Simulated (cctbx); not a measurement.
**A crystallographic session in cctbx: CaMgGe6**

Library: cctbx 2025.11. The data are simulated by the first script.

## 1. Simulate the data

run.py:

```python
from cctbx import adptbx, crystal, miller, sgtbx, xray
from cctbx.array_family import flex
from iotbx.shelx import hklf
from scitbx import matrix
import scitbx.random

cs = crystal.symmetry(unit_cell=(7.476, 7.476, 11.069, 90, 90, 90), space_group_symbol='Hall: -I 4 2')  # I4/mmm
atoms = [  # label, site, U (iso, or U11 U22 U33 U12 U13 U23 in A^2), occupancy
    ("Ge1", (0.6854, 0.3146, 0.1203), 0.0063, 1),
    ("Ge2", (0.3286, 0, 0), 0.0069, 1),
    ("Ca1", (0, 0.5, 0.25), 0.0099, 1),
    ("Mg1", (0, 0, 0.1674), 0.0098, 1),
]
xs = xray.structure(crystal_symmetry=cs)
for label, site, u, occ in atoms:
    u = adptbx.u_cif_as_u_star(cs.unit_cell(), u) if isinstance(u, tuple) else u
    xs.add_scatterer(xray.scatterer(label, site=site, u=u, occupancy=occ))
xs.set_inelastic_form_factors(0.7749, "sasaki")
xs.show_summary()
p1 = xs.expand_to_p1()
ms = miller.build_set(p1, anomalous_flag=True, d_min=0.77)
flex.set_random_seed(136083)
scitbx.random.set_random_seed(136083)
ms = ms.select(flex.random_double(ms.size()) < 0.7)
i = ms.structure_factors_from_scatterers(p1, algorithm="direct").f_calc().as_intensity_array().data()
i = i * 20000 / flex.max(i)
sig = flex.sqrt(i + flex.pow2(0.02 * i) + 2 ** 2)
noise = scitbx.random.variate(scitbx.random.normal_distribution())(i.size())
data = ms.array(data=i + sig * noise, sigmas=sig).set_observation_type_xray_intensity()
with open("data.hkl", "w") as f:
    data.export_as_shelx_hklf(f)
print("reflections written:", data.size(), " <I/sigma> = %.1f" % flex.mean(data.data() / data.sigmas()))
for h, a, b in list(data.sort("data"))[:12]:
    print("%4d%4d%4d %9.1f %7.1f" % (h + (a, b)))
```

```console
$ python run.py
```

```text
Number of scatterers: 4
At special positions: 4
Unit cell: (7.476, 7.476, 11.069, 90, 90, 90)
Space group: I 4/m m m (No. 139)
reflections written: 4052  <I/sigma> = 9.2
   0  -3  -1   20506.1   424.3
   0  -3   1   20027.4   424.3
   3   0  -1   19829.9   424.3
  -3   0  -1   19781.4   424.3
   3   3   0   18653.4   387.9
  -3   3   0   18641.0   387.9
   3  -3   0   18534.6   387.9
   0   0  -8   18437.0   401.1
   0   0   8   18079.6   401.1
   0  -6   0   14177.4   307.5
   6   0   0   14031.0   307.5
   0   2   4   10266.2   224.1
```

It took 0.24 s on 1 thread of Arm Neoverse V2, on a shared host, peak memory 0.07 GiB.

## 2. Refinement (right model, isotropic)

run.py:

```python
import math
from cctbx import adptbx, crystal, maptbx, sgtbx, xray
from cctbx.array_family import flex
from cctbx.xray import observations
from iotbx.shelx import hklf
from scitbx.lstbx import normal_eqns_solving
from smtbx import absolute_structure, utils
from smtbx.refinement import constraints, least_squares

cs = crystal.symmetry(unit_cell=(7.476, 7.476, 11.069, 90, 90, 90), space_group_symbol='Hall: -I 4 2')  # I4/mmm
atoms = [  # label, site, U (iso, or U11 U22 U33 U12 U13 U23 in A^2), occupancy
    ("Ge1", (0.6894, 0.3106, 0.116), 0.0200, 1),
    ("Ge2", (0.3272, 0, 0), 0.0200, 1),
    ("Ca1", (0, 0.5, 0.25), 0.0200, 1),
    ("Mg1", (0, 0, 0.1706), 0.0200, 1),
]
xs = xray.structure(crystal_symmetry=cs)
for label, site, u, occ in atoms:
    u = adptbx.u_cif_as_u_star(cs.unit_cell(), u) if isinstance(u, tuple) else u
    xs.add_scatterer(xray.scatterer(label, site=site, u=u, occupancy=occ))
xs.set_inelastic_form_factors(0.7749, "sasaki")
raw = hklf.reader(file_name="data.hkl").as_miller_arrays(crystal_symmetry=cs, anomalous=True)[0]
merged = raw.eliminate_sys_absent().merge_equivalents()
fo2 = merged.array().set_observation_type_xray_intensity()
print("Rint %.3f, %d unique reflections to %.2f A" % (merged.r_int(), fo2.size(), fo2.d_min()))
for sc in xs.scatterers():
    sc.flags.set_grad_site(True)
    sc.flags.set_grad_u_aniso(sc.flags.use_u_aniso())
    sc.flags.set_grad_u_iso(sc.flags.use_u_iso())
obs = fo2.as_xray_observations()
extra = {}
rep = constraints.reparametrisation(xs, [], utils.connectivity_table(xs), **extra)
ls = least_squares.crystallographic_ls(obs, rep, weighting_scheme=least_squares.mainstream_shelx_weighting(a=0, b=0))
print("cycle     R1     wR2    GooF  max shift (A)")
for cycle in range(8):
    ls.build_up()
    r1, wr2, goof = ls.r1_factor(cutoff_factor=2)[0], ls.wR2(), ls.goof()
    old = xs.sites_cart()
    normal_eqns_solving.levenberg_marquardt_iterations(ls, n_max_iterations=3, tau=1e-06, step_threshold=1e-7)
    big = flex.max((xs.sites_cart() - old).norms())
    print("%4d %7.4f %7.4f %7.3f %9.5f" % (cycle + 1, r1, wr2, goof, big))
    ls.build_up(objective_only=True)
    if abs(ls.wR2() - wr2) < 5e-5 and big < 5e-4:
        break
ls.build_up()
print("final R1 %.4f wR2 %.4f GooF %.3f  parameters %d  data/parameter %.1f" % (ls.r1_factor(cutoff_factor=2)[0], ls.wR2(), ls.goof(), ls.n_parameters, fo2.size() / ls.n_parameters))
cov = ls.covariance_matrix_and_annotations()
su = dict(zip(cov.annotations, (math.sqrt(max(v, 0)) for v in cov.matrix.matrix_packed_u_diagonal())))
a2 = cs.unit_cell().reciprocal_parameters()[0] ** -2
print("atom        x        y        z      Ueq    occ   su(xyz)  su(Uiso or U11)")
for sc in xs.scatterers():
    s = max(su.get(sc.label + k, 0) for k in (".x", ".y", ".z"))
    npd = "" if sc.is_positive_definite_u(cs.unit_cell()) else "  NPD"
    print("%-5s %8.5f %8.5f %8.5f %8.4f %6.3f %8.5f %7.4f%s" % ((sc.label,) + sc.site + (sc.u_iso_or_equiv(cs.unit_cell()), sc.occupancy, s, su.get(sc.label + ".uiso", su.get(sc.label + ".u11", 0) * a2), npd)))
fo = fo2.f_sq_as_f()
fc = fo.structure_factors_from_scatterers(xs, algorithm="direct").f_calc()
diff = fo.f_obs_minus_f_calc(1 / math.sqrt(ls.scale_factor()), fc).average_bijvoet_mates()
m = diff.fft_map(symmetry_flags=maptbx.use_space_group_symmetry, resolution_factor=0.25).apply_volume_scaling()
print("difference map: max %.2f min %.2f rms %.2f" % (m.statistics().max(), m.statistics().min(), m.statistics().sigma()))
peaks = m.peak_search(parameters=maptbx.peak_search_parameters(min_distance_sym_equiv=0.6, max_clusters=6)).all()
near = xs.closest_distances(peaks.sites(), distance_cutoff=4)
sps = cs.special_position_settings(min_distance_sym_equiv=0.5)
for k, (x, h) in enumerate(zip(peaks.sites(), peaks.heights())):
    ss = sps.site_symmetry(x)
    print("Q%-3d %7.4f %7.4f %7.4f %4d %7.2f  %.2f A from %s" % ((k + 1,) + tuple(t % 1 for t in ss.exact_site()) + (ss.multiplicity(), h, near.smallest_distances[k], xs.scatterers()[near.i_seqs[k]].label)))
```

```console
$ python run.py
```

```text
Rint 0.024, 237 unique reflections to 0.77 A
cycle     R1     wR2    GooF  max shift (A)
   1  0.2016  0.4541  27.643   0.06362
   2  0.0069  0.0151   0.921   0.00000
final R1 0.0069 wR2 0.0151 GooF 0.921  parameters 8  data/parameter 29.6
atom        x        y        z      Ueq    occ   su(xyz)  su(Uiso or U11)
Ge1    0.68542  0.31458  0.12031   0.0063  1.000  0.00002  0.0001
Ge2    0.32859  0.00000  0.00000   0.0069  1.000  0.00003  0.0001
Ca1    0.00000  0.50000  0.25000   0.0100  1.000  0.00000  0.0001
Mg1    0.00000  0.00000  0.16742   0.0099  1.000  0.00010  0.0002
difference map: max 0.37 min -0.37 rms 0.07
Q1    0.0000  0.0000  0.4436    4    0.39  2.08 A from Ge1
Q2    0.0000  0.3267  0.1808   16    0.26  1.51 A from Ca1
Q3    0.1688  0.1688  0.0527   16    0.23  1.71 A from Ge1
Q4    0.0000  0.2874  0.0855   16    0.20  1.00 A from Ge2
Q5    0.0771  0.0771  0.2907   16    0.20  1.51 A from Ge1
Q6    0.0000  0.0000  0.0000    2    0.20  1.85 A from Mg1
```

Time: 0.35 s.

## 3. Refinement (right model, anisotropic)

run.py, as its changes from the last script of this kind:

```diff
@@ -12,4 +12,4 @@
-    ("Ge1", (0.6894, 0.3106, 0.116), 0.0200, 1),
-    ("Ge2", (0.3272, 0, 0), 0.0200, 1),
-    ("Ca1", (0, 0.5, 0.25), 0.0200, 1),
-    ("Mg1", (0, 0, 0.1706), 0.0200, 1),
+    ("Ge1", (0.68542, 0.31458, 0.12031), 0.0063, 1),
+    ("Ge2", (0.32859, 0, 0), 0.0069, 1),
+    ("Ca1", (0, 0.5, 0.25), 0.0100, 1),
+    ("Mg1", (0, 0, 0.16742), 0.0099, 1),
@@ -21,0 +22 @@
+xs.convert_to_anisotropic()
```

```console
$ python run.py
```

```text
Rint 0.024, 237 unique reflections to 0.77 A
cycle     R1     wR2    GooF  max shift (A)
   1  0.0069  0.0151   0.937   0.00004
   2  0.0068  0.0151   0.931   0.00000
final R1 0.0068 wR2 0.0151 GooF 0.931  parameters 15  data/parameter 15.8
atom        x        y        z      Ueq    occ   su(xyz)  su(Uiso or U11)
Ge1    0.68542  0.31458  0.12031   0.0063  1.000  0.00002  0.0001
Ge2    0.32859  0.00000  0.00000   0.0069  1.000  0.00003  0.0001
Ca1    0.00000  0.50000  0.25000   0.0100  1.000  0.00000  0.0002
Mg1    0.00000  0.00000  0.16742   0.0099  1.000  0.00010  0.0003
difference map: max 0.38 min -0.37 rms 0.07
Q1    0.0000  0.0000  0.4437    4    0.39  2.08 A from Ge1
Q2    0.0000  0.3266  0.1805   16    0.26  1.51 A from Ca1
Q3    0.1693  0.1693  0.0530   16    0.22  1.71 A from Ge1
Q4    0.0000  0.2877  0.0864   16    0.21  1.00 A from Ge2
Q5    0.0765  0.0765  0.2904   16    0.20  1.52 A from Ge1
Q6    0.0000  0.0000  0.0000    2    0.19  1.85 A from Mg1
```

Time: 0.33 s.

## 4. Refinement

run.py, as its changes from the last script of this kind:

```diff
@@ -13 +13 @@
-    ("Ge2", (0.32859, 0, 0), 0.0069, 1),
+    ("Ga1", (0.32859, 0, 0), 0.0069, 1),
@@ -36 +36 @@
-for cycle in range(8):
+for cycle in range(12):
```

```console
$ python run.py
```

```text
Rint 0.024, 237 unique reflections to 0.77 A
cycle     R1     wR2    GooF  max shift (A)
   1  0.0191  0.0469   2.897   0.00038
   2  0.0087  0.0199   1.229   0.00000
final R1 0.0087 wR2 0.0199 GooF 1.229  parameters 15  data/parameter 15.8
atom        x        y        z      Ueq    occ   su(xyz)  su(Uiso or U11)
Ge1    0.68543  0.31457  0.12030   0.0066  1.000  0.00002  0.0001
Ga1    0.32860  0.00000  0.00000   0.0051  1.000  0.00004  0.0001
Ca1    0.00000  0.50000  0.25000   0.0103  1.000  0.00000  0.0002
Mg1    0.00000  0.00000  0.16745   0.0102  1.000  0.00013  0.0004
difference map: max 0.43 min -0.38 rms 0.08
Q1    0.0000  0.3524  0.0000    8    0.44  0.18 A from Ga1
Q2    0.0000  0.0000  0.4443    4    0.42  2.09 A from Ge1
Q3    0.0000  0.3266  0.1845   16    0.27  1.49 A from Ca1
Q4    0.2215  0.2215  0.1086   16    0.22  0.99 A from Ge1
Q5    0.1646  0.1646  0.0505   16    0.19  1.76 A from Ge1
Q6    0.1017  0.1017  0.4417   16    0.19  1.12 A from Ge1
```

Time: 0.33 s.

This run holds a fault made on purpose: wrong element: Ga1 is Ge.

## 5. Refinement

run.py, as its changes from the last script of this kind:

```diff
@@ -13,2 +13,2 @@
-    ("Ga1", (0.32859, 0, 0), 0.0069, 1),
-    ("Ca1", (0, 0.5, 0.25), 0.0100, 1),
+    ("Ge2", (0.32859, 0, 0), 0.0069, 1),
+    ("Cl1", (0, 0.5, 0.25), 0.0100, 1),
```

```console
$ python run.py
```

```text
Rint 0.024, 237 unique reflections to 0.77 A
cycle     R1     wR2    GooF  max shift (A)
   1  0.0289  0.0763   4.717   0.00033
   2  0.0186  0.0510   3.153   0.00000
final R1 0.0186 wR2 0.0510 GooF 3.153  parameters 15  data/parameter 15.8
atom        x        y        z      Ueq    occ   su(xyz)  su(Uiso or U11)
Ge1    0.68545  0.31455  0.12032   0.0065  1.000  0.00005  0.0002
Ge2    0.32856  0.00000  0.00000   0.0072  1.000  0.00010  0.0004
Cl1    0.00000  0.50000  0.25000   0.0036  1.000  0.00000  0.0006
Mg1    0.00000  0.00000  0.16740   0.0099  1.000  0.00033  0.0011
difference map: max 2.22 min -0.51 rms 0.19
Q1    0.0000  0.5000  0.2500    4    2.27  0.00 A from Cl1
Q2    0.0000  0.3292  0.1765   16    0.35  1.51 A from Cl1
Q3    0.2284  0.2284  0.1029   16    0.30  0.93 A from Ge1
Q4    0.0000  0.2889  0.0876   16    0.27  1.01 A from Ge2
Q5    0.0000  0.1084  0.1920   16    0.27  0.86 A from Mg1
Q6    0.0000  0.0000  0.4342    4    0.27  2.05 A from Ge1
```

Time: 0.34 s.

This run holds a fault made on purpose: wrong element: Cl1 is Ca.

## 6. Refinement

run.py, as its changes from the last script of this kind:

```diff
@@ -12,3 +12,3 @@
-    ("Ge1", (0.68542, 0.31458, 0.12031), 0.0063, 1),
-    ("Ge2", (0.32859, 0, 0), 0.0069, 1),
-    ("Cl1", (0, 0.5, 0.25), 0.0100, 1),
+    ("Ca1", (0.68542, 0.31458, 0.12031), 0.0063, 1),
+    ("Ge1", (0.32859, 0, 0), 0.0069, 1),
+    ("Ge2", (0, 0.5, 0.25), 0.0100, 1),
```

```console
$ python run.py
```

```text
Rint 0.024, 237 unique reflections to 0.77 A
cycle     R1     wR2    GooF  max shift (A)
   1  0.4767  0.7876  48.699   0.05482
   2  0.2058  0.4277  26.445   0.00333
   3  0.2045  0.4271  26.411   0.00003
final R1 0.2045 wR2 0.4271 GooF 26.411  parameters 15  data/parameter 15.8
atom        x        y        z      Ueq    occ   su(xyz)  su(Uiso or U11)
Ca1    0.68556  0.31444  0.12057  -0.0169  1.000  0.00047  0.0019  NPD
Ge1    0.32938  0.00000  0.00000   0.0074  1.000  0.00090  0.0034
Ge2    0.00000  0.50000  0.25000   0.0461  1.000  0.00000  0.0067
Mg1    0.00000  0.00000  0.16277   0.0124  1.000  0.00307  0.0092
difference map: max 18.63 min -6.59 rms 2.27
Q1    0.1876  0.1876  0.3807   16   19.73  0.03 A from Ca1
Q2    0.0000  0.3227  0.0000    8   11.98  0.05 A from Ge1
Q3    0.0000  0.0000  0.0000    2   11.00  1.80 A from Mg1
Q4    0.0000  0.0000  0.1901    4    6.82  0.30 A from Mg1
Q5    0.1638  0.1638  0.5000    8    5.74  1.35 A from Ca1
Q6    0.0000  0.5000  0.0000    4    5.12  1.28 A from Ge1
```

Run time: 0.41 s on 1 thread of Arm Neoverse V2, with other jobs on the host, peak memory 0.09 GiB.

This run holds a fault made on purpose: elements exchanged: Ge2 is Ca and Ca1 is Ge.

[Logs are printed without paths, hosts, clocks, repeated set-up lines and the standing remarks that a program may print on its own settings, such as how far it seeks lower states.]
